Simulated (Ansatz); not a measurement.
# Na on Nb(110): change of the work function, part 2 of 4

How does Na on the shortbridge site change the work function of Nb(110) as the layer fills?

Ansatz 0.2.0; plane-wave DFT, RPBE, Ansatz PAW (the session's first sound run).

So far, work function, upper face (eV): step 2 (the clean slab) 4.37.

## 3. Adsorbate added, coverage 0.25 ML

System of this step: Na/Nb(110). The cell holds 17 atoms: 16 Nb and 1 Na. Cell: a = 5.716 Å, b = 5.716 Å, c = 28.149 Å, α = 90.0°, β = 90.0°, γ = 70.5°. Vacuum lies along c.

The clean slab as it ended is repeated in the plane and the adsorbate is set on one face; the cell's size fixes the coverage, and the k-mesh shrinks with it to keep the sampling density about even. Adsorbate and upper layers relax, since the dipole depends on the height.

The input, input.yaml:

```yaml
crystal:
  lattice:
    - [4.6669047558, -3.3, 0.0]
    - [4.6669047558, 3.3, 0.0]
    - [0.0, 0.0, 28.1491609453]
  atoms:
    - { symbol: Nb, position: [0.0, 0.0, 0.3197253381] }
    - { symbol: Nb, position: [0.25, 0.25, 0.4026213215] }
    - { symbol: Nb, position: [0.0, 0.0, 0.487571783] }
    - { symbol: Nb, position: [0.25, 0.25, 0.5681350541] }
    - { symbol: Nb, position: [0.0, 0.5, 0.3197253381] }
    - { symbol: Nb, position: [0.25, 0.75, 0.4026213215] }
    - { symbol: Nb, position: [0.0, 0.5, 0.487571783] }
    - { symbol: Nb, position: [0.25, 0.75, 0.5681350541] }
    - { symbol: Nb, position: [0.5, 0.0, 0.3197253381] }
    - { symbol: Nb, position: [0.75, 0.25, 0.4026213215] }
    - { symbol: Nb, position: [0.5, 0.0, 0.487571783] }
    - { symbol: Nb, position: [0.75, 0.25, 0.5681350541] }
    - { symbol: Nb, position: [0.5, 0.5, 0.3197253381] }
    - { symbol: Nb, position: [0.75, 0.75, 0.4026213215] }
    - { symbol: Nb, position: [0.5, 0.5, 0.487571783] }
    - { symbol: Nb, position: [0.75, 0.75, 0.5681350541] }
    - { symbol: Na, position: [0.0, 0.25, 0.6802746619] }
kpoints:
  mp_grid: { grid: [6, 6, 1] }
hamiltonian:
  xc: rpbe
scf:
  occupations: { method: fermi_dirac, width: 0.1 }
  convergence: { dr2_threshold: 1.0e-08 }
efield:
  axis: 3
  dipole_correction: true
  ramp_position: 0.97
  ramp_width: 0.06
relax:
  f_tol: 0.02
  max_steps: 60
  constraints: [{ sites: [0, 1, 4, 5, 8, 9, 12, 13] }]
output:
  bader: true
  dos: { projected: true, e_range: [-8, 4] }
  write_potential: true
  write_density: true
  volumetric_format: npy
  elf: true
```

Command:

```sh
$ ansatz run input.yaml --threads 4 --pin off --max-ram 6144MiB --backend cpu --events-out ev --progress --plain --runs-dir out
```

Numbers of over 12 decimals in the logs are rounded to 6 here.

Output:

```text
[...]
Crystal: 17 atoms, lattice volume = 867.038 Å³
Basis set: ecut = 420 eV, 16951 PW (Γ), exchange–correlation on 80×80×384 points (8 copies of the dense FFT grid, shifted against one another)
Bands: 131, of which v1, the nominal top of the filled ones, is band 109 counted from 1 (108 counted from 0)
Symmetry: 2 space group operations
[...]
k-points: 20 of 36
[...]
SCF iter   1: F=—  HF=-74429.885803 eV  |F-HF|=—  |Δ(HF+E_count)|=         —  Δρ=9.50e-3  dr2=1.18e1  ethr=1.77e-3  p=0.688 e·Å  D=1.44e-1 V/Å  ΔV_dip=-4.04 eV  dr2_dipole=1.94e0  V_vac-E_F(+/−)=0.77/4.81 eV  ⟨swp⟩=10.8  Hψ=12762  notcnv=0  defer=1
[...]
SCF iter  11: F=-74429.377522 eV  HF=-74429.377522 eV  |F-HF|=4.51e-10  |Δ(HF+E_count)|=   6.61e-9  Δρ=2.55e-7  dr2=1.26e-9  ethr=4.61e-12  p=0.443 e·Å  D=9.24e-2 V/Å  ΔV_dip=-2.60 eV  dr2_dipole=3.88e-10  V_vac-E_F(+/−)=1.78/4.38 eV  ⟨swp⟩=15.8  Hψ=18227  notcnv=0
SCF 1 converged in 11 iterations: F = -74429.377522 eV  dr2 = 1.26e-9
[...]
relax step   1: F+E_penalty+E_count = -74429.37752235 eV  Δ(F+E_penalty+E_count) = +0.000e0 eV  max|allowed force component| = 4.499e-1 eV/Å  Δτ_max = 0.0000 Å  (11 SCF iters, accepted)
[...]
SCF iter   9: F=-74429.405703 eV  HF=-74429.405703 eV  |F-HF|=3.75e-9  |Δ(HF+E_count)|=   9.59e-8  Δρ=6.29e-7  dr2=8.86e-9  ethr=4.61e-12  p=0.438 e·Å  D=9.15e-2 V/Å  ΔV_dip=-2.57 eV  dr2_dipole=9.59e-11  V_vac-E_F(+/−)=1.81/4.38 eV  ⟨swp⟩=13.8  Hψ=19878  notcnv=0
SCF 2 converged in 9 iterations: F = -74429.405703 eV  dr2 = 8.86e-9
relax step   2: F+E_penalty+E_count = -74429.40570344 eV  Δ(F+E_penalty+E_count) = -2.818e-2 eV  max|allowed force component| = 3.886e-1 eV/Å  Δτ_max = 0.1611 Å  (9 SCF iters, accepted)
SCF iter   1: F=—  HF=-74429.483881 eV  |F-HF|=—  |Δ(HF+E_count)|=         —  Δρ=2.61e-3  dr2=1.38e-1  ethr=2.41e-3  p=0.438 e·Å  D=9.15e-2 V/Å  ΔV_dip=-2.57 eV  dr2_dipole=1.42e-3  V_vac-E_F(+/−)=1.82/4.39 eV  ⟨swp⟩=3.4  Hψ=4534  notcnv=0
[...]
SCF iter   9: F=-74429.477261 eV  HF=-74429.477261 eV  |F-HF|=1.16e-9  |Δ(HF+E_count)|=   1.03e-8  Δρ=4.18e-7  dr2=4.58e-9  ethr=4.61e-12  p=0.434 e·Å  D=9.06e-2 V/Å  ΔV_dip=-2.55 eV  dr2_dipole=5.38e-10  V_vac-E_F(+/−)=1.83/4.38 eV  ⟨swp⟩=12.8  Hψ=18453  notcnv=0
SCF 3 converged in 9 iterations: F = -74429.477261 eV  dr2 = 4.58e-9
relax step   3: F+E_penalty+E_count = -74429.47726073 eV  Δ(F+E_penalty+E_count) = -7.156e-2 eV  max|allowed force component| = 2.143e-1 eV/Å  Δτ_max = 0.1186 Å  (9 SCF iters, accepted)
[...]
relax step   4: F+E_penalty+E_count = -74429.49137328 eV  Δ(F+E_penalty+E_count) = -1.411e-2 eV  max|allowed force component| = 3.918e-2 eV/Å  Δτ_max = 0.1322 Å  (8 SCF iters, accepted)
SCF iter   1: F=—  HF=-74429.491872 eV  |F-HF|=—  |Δ(HF+E_count)|=         —  Δρ=1.94e-4  dr2=5.40e-4  ethr=2.20e-6  p=0.423 e·Å  D=8.83e-2 V/Å  ΔV_dip=-2.49 eV  dr2_dipole=5.20e-7  V_vac-E_F(+/−)=1.90/4.38 eV  ⟨swp⟩=2.0  Hψ=4351  notcnv=0
[...]
SCF iter   6: F=-74429.491821 eV  HF=-74429.491821 eV  |F-HF|=1.47e-8  |Δ(HF+E_count)|=   6.74e-8  Δρ=7.71e-7  dr2=9.70e-9  ethr=4.61e-12  p=0.424 e·Å  D=8.85e-2 V/Å  ΔV_dip=-2.49 eV  dr2_dipole=4.00e-10  V_vac-E_F(+/−)=1.89/4.38 eV  ⟨swp⟩=11.4  Hψ=18454  notcnv=0
SCF 5 converged in 6 iterations: F = -74429.491821 eV  dr2 = 9.70e-9
relax step   5: F+E_penalty+E_count = -74429.49182090 eV  Δ(F+E_penalty+E_count) = -4.476e-4 eV  max|allowed force component| = 6.514e-3 eV/Å  Δτ_max = 0.0108 Å  (6 SCF iters, accepted)
NSCF: frozen V_eff on 20 k-points
[...]
WARN: The input density's exchange-correlation potential varies sharply where the density is thin. Do not read a vacuum level from v_tot or v_xc, or from such a field of the output density. On a cell that repeats whose density bears no net charge and no dipole along the vacuum's axis use v_es (v_loc + v_h of the components); under efield.dipole_correction with no amplitude use v_es + v_field, which holds any external [...]
SCF converged after 6 iterations
Free energy (F): -74429.491821 eV
[...]
Internal energy: -74428.767351 eV  (E = F + TS)
E sigma→0 (E₀):  -74429.129586 eV
Entropy (-TS):   -0.724470 eV (-42.616 meV/atom)
Fermi energy:    4.183395 eV
Dipole field:    D = 0.088542 V/Å  (p = 0.424252 e·Å, saw-weighted, corrected)
Work function:   Φ+ = 1.8894 eV   Φ− = 4.3818 eV
[...]
--- Forces (eV/Å), atoms counted from 1 ---
  atom   1  Nb    -0.00712427     0.00890830     0.21180934
  atom   2  Nb     0.00447263     0.01885189    -0.22202299
  atom   3  Nb     0.00068667    -0.00060612     0.00329349
  atom   4  Nb    -0.00121253     0.00229033    -0.00480908
  atom   5  Nb     0.00712427    -0.00890830     0.21180934
  atom   6  Nb     0.00583715     0.02003337    -0.18076771
  atom   7  Nb    -0.00068667     0.00060612     0.00329349
  atom   8  Nb    -0.00083826     0.00651397     0.00281877
  atom   9  Nb    -0.00615695     0.00917501     0.19146767
  atom  10  Nb    -0.00447263    -0.01885189    -0.22202299
  atom  11  Nb     0.00076674     0.00105545    -0.00079112
  atom  12  Nb     0.00121253    -0.00229033    -0.00480908
  atom  13  Nb     0.00615695    -0.00917501     0.19146767
  atom  14  Nb    -0.00583715    -0.02003337    -0.18076771
  atom  15  Nb    -0.00076674    -0.00105545    -0.00079112
  atom  16  Nb     0.00083826    -0.00651397     0.00281877
  atom  17  Na     0.00000000     0.00000000    -0.00200152
  max |Σ_I F_I| component: 4.78e-6 eV/Å
--- Band table (eV; the first three rows and the last of 20) ---
  k-point 0: bands = [... 105 lower, 4.3086, 4.3309, 4.3409, 4.4834, 4.9334, 5.0496, 5.5966, 5.6498, ... 18 higher]
  k-point 1: bands = [... 105 lower, 4.1312, 4.2267, 4.3057, 4.4330, 4.8722, 5.0749, 5.0826, 5.1812, ... 18 higher]
  k-point 2: bands = [... 105 lower, 3.8826, 3.9218, 4.0016, 4.1412, 4.3436, 4.4236, 4.4941, 4.5003, ... 18 higher]
  k-point 19: bands = [... 105 lower, 4.1848, 4.1970, 4.2015, 4.2273, 4.2308, 4.3619, 4.3621, 4.3877, ... 18 higher]
--- Relaxed structure (5 steps of the walk, 5 accepted, 0 SCFs on fresh bases) ---
  F+E_penalty+E_count = -74429.49182090 eV   max|allowed force component| = 6.514e-3 eV/Å
  atoms:
    - { symbol: Nb, position: [0.0, 0.0, 0.3197253381] }
    - { symbol: Nb, position: [0.25, 0.25, 0.4026213215] }
    - { symbol: Nb, position: [0.000194162, -0.000896232, 0.487576] }
    - { symbol: Nb, position: [0.252485, 0.250480, 0.568348] }
    - { symbol: Nb, position: [0.0, 0.5, 0.3197253381] }
    - { symbol: Nb, position: [0.25, 0.75, 0.4026213215] }
    - { symbol: Nb, position: [-0.000194162, 0.500896, 0.487576] }
    - { symbol: Nb, position: [0.250388, 0.751115, 0.571180] }
    - { symbol: Nb, position: [0.5, 0.0, 0.3197253381] }
    - { symbol: Nb, position: [0.75, 0.25, 0.4026213215] }
    - { symbol: Nb, position: [0.500556, -0.000816788, 0.487099] }
    - { symbol: Nb, position: [0.747515, 0.249520, 0.568348] }
    - { symbol: Nb, position: [0.5, 0.5, 0.3197253381] }
    - { symbol: Nb, position: [0.75, 0.75, 0.4026213215] }
    - { symbol: Nb, position: [0.499444, 0.500817, 0.487099] }
    - { symbol: Nb, position: [0.749612, 0.748885, 0.571180] }
    - { symbol: Na, position: [0.0, 0.25, 0.670341] }
--- Bader charges: 17 sites ---
  site symbol  charge [e]  shift [e]
     0     Nb     -0.0896     0.0000
     1     Nb      0.0858     0.0000
     2     Nb      0.0835     0.0000
     3     Nb     -0.3107     0.0001
     4     Nb     -0.0896     0.0000
     5     Nb      0.0916     0.0000
     6     Nb      0.0836     0.0000
     7     Nb     -0.1825     0.0000
     8     Nb     -0.0908     0.0000
     9     Nb      0.0858     0.0000
    10     Nb      0.0846     0.0000
    11     Nb     -0.3107     0.0001
    12     Nb     -0.0908     0.0000
    13     Nb      0.0916     0.0000
    14     Nb      0.0846     0.0000
    15     Nb     -0.1826     0.0000
    16     Na      0.6559     0.0002
  estimated error of the sums over rays = 6.9e-4 e
```

Wall time 11 min (4 threads of Arm Neoverse N1, shared host); peak memory 3.6 GiB; 41 min of CPU time.

The steps of the relaxation:

```csv
step,energy less that of the first step (eV),largest force component (eV/Å)
1,0.0000,0.4499
2,-0.0282,0.3886
3,-0.0997,0.2143
4,-0.1139,0.0392
5,-0.1143,0.0065
```

The run keeps the 2 symmetry operations that it works with, so distortions that break them were not tested.

The atoms that moved most (Å):

```csv
atom,dx,dy,dz,length
Na17,0.000,0.000,-0.280,0.280
Nb8,0.007,0.002,0.086,0.086
Nb16,-0.007,-0.002,0.086,0.086
Nb4,0.014,-0.007,0.006,0.016
Nb12,-0.014,0.007,0.006,0.016
Nb11,-0.001,-0.005,-0.013,0.014
Nb15,0.001,0.005,-0.013,0.014
```

The relaxed structure:

```xyz
17
Lattice="4.6669 -3.3000 0.0000 4.6669 3.3000 0.0000 0.0000 0.0000 28.1492" Properties=species:S:1:pos:R:3
Nb    0.0000    0.0000    9.0000
Nb    2.3335    0.0000   11.3335
Nb   -0.0033   -0.0036   13.7249
Nb    2.3473   -0.0066   15.9985
Nb    2.3335    1.6500    9.0000
Nb    4.6669    1.6500   11.3335
Nb    2.3367    1.6536   13.7249
Nb    4.6739    1.6524   16.0782
Nb    2.3335   -1.6500    9.0000
Nb    4.6669   -1.6500   11.3335
Nb    2.3322   -1.6545   13.7114
Nb    4.6531   -1.6434   15.9985
Nb    4.6669    0.0000    9.0000
Nb    7.0004    0.0000   11.3335
Nb    4.6681    0.0045   13.7114
Nb    6.9933   -0.0024   16.0782
Na    1.1667    0.8250   18.8695
```

This step gave:

| Item | Value |
| --- | --- |
| energy at zero smearing | -74429.1296 eV |
| work function, upper face | 1.889 eV |
| work function, lower face | 4.382 eV |
| dipole along the normal | 0.4243 e·Å |
| step between the vacuum levels | -2.492 eV |

Running mean over 2.333 Å of the planar mean; the ramp of the sawtooth is left out. The electron's electrostatic potential energy less the Fermi level by z:

```csv
z (Å),electron's electrostatic potential energy less the Fermi level (eV)
4,4.38
5,4.36
6,4.19
7,2.65
8,-5.97
9,-11.1
10,-11.0
11,-11.0
12,-10.7
13,-10.6
14,-11.0
15,-11.2
16,-11.1
17,-6.56
18,0.702
19,1.04
20,1.17
21,1.77
22,1.86
23,1.88
24,1.89
25,1.89
```

The density of states has structure finer than the step of the table below, so its rows give means over 0.2 eV, whole bins alone (the curve runs from -8 to 1.41 eV). Peaks (eV: height): -2.77: 32.6, -1.50: 40.7, -1.35: 44.3, -1.20: 42.4, -0.99: 30.2, -0.42: 30.5, -0.24: 27.3.

Table of density of states by energy, zero at the Fermi level; means over each step:

```csv
energy (eV),density of states (states/eV a cell)
-5.8,0
-5.6,0.0293
-5.4,0.834
-5.2,0.896
-5.0,1.00
-4.8,1.07
-4.6,1.37
-4.4,2.23
-4.2,2.74
-4.0,2.95
-3.8,3.09
-3.6,3.43
-3.4,13.6
-3.2,17.9
-3.0,15.4
-2.8,21.8
-2.6,24.6
-2.4,24.9
-2.2,16.3
-2.0,14.0
-1.8,9.91
-1.6,25.0
-1.4,32.6
-1.2,31.1
-1.0,24.0
-0.8,21.6
-0.6,25.6
-0.4,27.4
-0.2,24.2
0.0,24.0
0.2,19.9
0.4,10.8
0.6,14.6
0.8,14.7
1.0,16.2
1.2,15.7
```

Projected DOS per atom over height of the atomic layer and energy from the Fermi level. Layers: Nb4 Nb4 Nb4 Nb4 Na from below.

Values in states/eV, 22 rows by 5 columns, each cell a mean:
```
1.02 0.60 0.60 1.13 0.73
0.93 0.56 0.59 1.12 0.66
1.24 0.57 0.63 1.08 0.28
1.58 1.33 1.34 1.58 0.23
2.18 1.37 1.35 1.51 0.17
1.62 1.19 1.16 1.86 0.37
1.95 2.18 2.15 2.31 0.60
0.66 0.72 0.77 0.84 0.04
1.25 1.17 1.10 1.21 0.03
1.35 1.52 1.55 1.39 0.04
0.75 1.26 1.31 0.82 0.03
0.39 0.59 0.62 0.42 0.03
0.17 0.20 0.19 0.19 0.02
0.12 0.15 0.15 0.14 0.01
0.04 0.09 0.10 0.05 0.00
0.03 0.08 0.08 0.04 0.00
0.00 0.01 0.01 0.00 0.00
0.00 0.00 0.00 0.00 0.00
0.00 0.00 0.00 0.00 0.00
0.00 0.00 0.00 0.00 0.00
0.00 0.00 0.00 0.00 0.00
0.00 0.00 0.00 0.00 0.00
```
Columns: height of the atomic layer (Å) from 9 to 18.9 (not evenly spaced); rows upwards: energy from the Fermi level (eV) from -7.96 to 1.34.

Valence density in the ca plane at fractional y = 0.250, with atoms of Nb and Na within 0.2 Å of it. It is the smooth field of the valence electrons, not physical close to the nuclei.

Ten steps, logarithmic in the rise over the least value, from '0' (0 e/Å³) to '9' (17 e/Å³), each cell a mean:
```
21112222111221112222110137972000000000000000
11124543211111123454310013430000000000000000
11246765211111124676420000000000000000000000
11257776311111225777520000000000000000000000
11246765211111124676420000000000000000000000
11124543211111123454310000000000000000000000
21112222111221112222110000000000000000000000
21112221111221111222110000000000000000000000
11123432111121112343210000000000000000000000
11235664211111124666410000000000000000000000
11257775311111225777520000000000000000000000
11257775311111225777520000000000000000000000
11235664211111123565310001210000000000000000
11123332111121112333210026751000000000000000
21112221111221111221110148983000000000000000
```
Columns run along c (16.0 Å, from fractional 0.34 to 0.90 of the cell), rows up along a (5.7 Å). Atoms in or near the plane, at fractional coordinates: Nb at (0.40, 0.25), Nb at (0.57, 0.25), Nb at (0.40, 0.75), Nb at (0.57, 0.75), Na at (0.67, 0.00).

Electrostatic potential energy in the ca plane at fractional y = 0.250, with atoms of Nb and Na within 0.2 Å of it. With pseudopotentials it is smooth inside the atoms' cores, unlike the true potential.

Values in eV, 8 rows by 16 columns, each cell a mean:
```
  4  -7  -9   5   3   4 -11  -2   3 -30  -3   5   6   7   7   7
  3 -42 -49   2   5  -3 -58 -28   4   3   4   6   7   7   7   7
  3 -34 -40   3   4  -1 -50 -22   6   7   6   7   7   7   7   7
  4  -1  -2   5   2   5  -4   1   7   7   7   7   7   7   7   7
  4  -7  -9   5   3   4 -13  -3   7   7   7   7   7   7   7   7
  3 -43 -49   2   5  -3 -60 -29   5   6   6   6   7   7   7   7
  3 -34 -40   3   4  -1 -48 -21   4  -1   3   6   6   7   7   7
  4  -1  -2   5   2   5  -3   2   2 -45  -5   5   6   7   7   7
```
Columns run along c (16.0 Å, from fractional 0.34 to 0.90 of the cell; values clipped at the 3rd and 97th percentile), rows up along a (5.7 Å). Atoms in or near the plane, at fractional coordinates: Nb at (0.40, 0.25), Nb at (0.57, 0.25), Nb at (0.40, 0.75), Nb at (0.57, 0.75), Na at (0.67, 0.00).

ELF in the ca plane at fractional y = 0.250, with atoms of Nb and Na within 0.2 Å of it. It is the smooth field of the valence electrons, not physical close to the nuclei.

Ten even steps from '0' (0.00) to '9' (0.74), each cell a mean:
```
45533333564334554333344047675001232100000000
45336873355334533687323115651001321000000000
55369897345445536989721200100002221000000000
65379379445546538838931221000112110000000000
55369897345445537989821233222221100000000000
45336873355334533787412333322110000000000000
45533333564334554343334443321100000000000000
45643334664334565333344443321100000000000000
45424543454334543464223333322110000000000000
45348995345435535999621233322211000000000000
55379588345446538858931232111122100000000000
55379588345446538858931210000012210000000000
45348995245445534999522102320001321000000000
45423543455334543454233137773001332100000000
45643334664334565433454056376101232100000000
```
Columns run along c (16.0 Å, from fractional 0.34 to 0.90 of the cell), rows up along a (5.7 Å). Atoms in or near the plane, at fractional coordinates: Nb at (0.40, 0.25), Nb at (0.57, 0.25), Nb at (0.40, 0.75), Nb at (0.57, 0.75), Na at (0.67, 0.00).

The relaxation took 5 steps and lowered the energy by 0.11 eV; the largest force on the free atoms ends at 0.0065 eV/Å.

By hand: a sheet of dipoles makes a step −p/(ε₀A) in the electron's potential. With e/ε₀ = 180.95 V·Å, p = 0.4243 e·Å and A = 30.80 Å², that is −180.95 × (0.4243) / 30.80 = -2.492 eV, and the two vacuum levels of the run differ by -2.492 eV.

The covered face has 1.89 eV, -2.48 eV against the clean one; the bare back face has moved by -0.01 eV, a measure of how thin the slab is.

(Continued in part 3 of 4.)

[Logs are printed without paths, hosts, clocks, repeated set-up lines and the standing remarks that a program may print on its own settings, such as how far it seeks lower states.]

[Hosts, paths, dates, database ids (printed as entryN), source tags and the programs' standing remarks are cut or masked in the printed files.]

[Maps of the electrostatic potential energy from Ansatz leave out the sawtooth potential of an applied field or a dipole correction, so their vacuum need not be flat; planar profiles and work functions include it.]

[The density of states shown here was stored with 400 of the rows of the run's finer table, so its peaks can read low, often by over a quarter, or be missed, and its means over a window can be off by a tenth or more.]
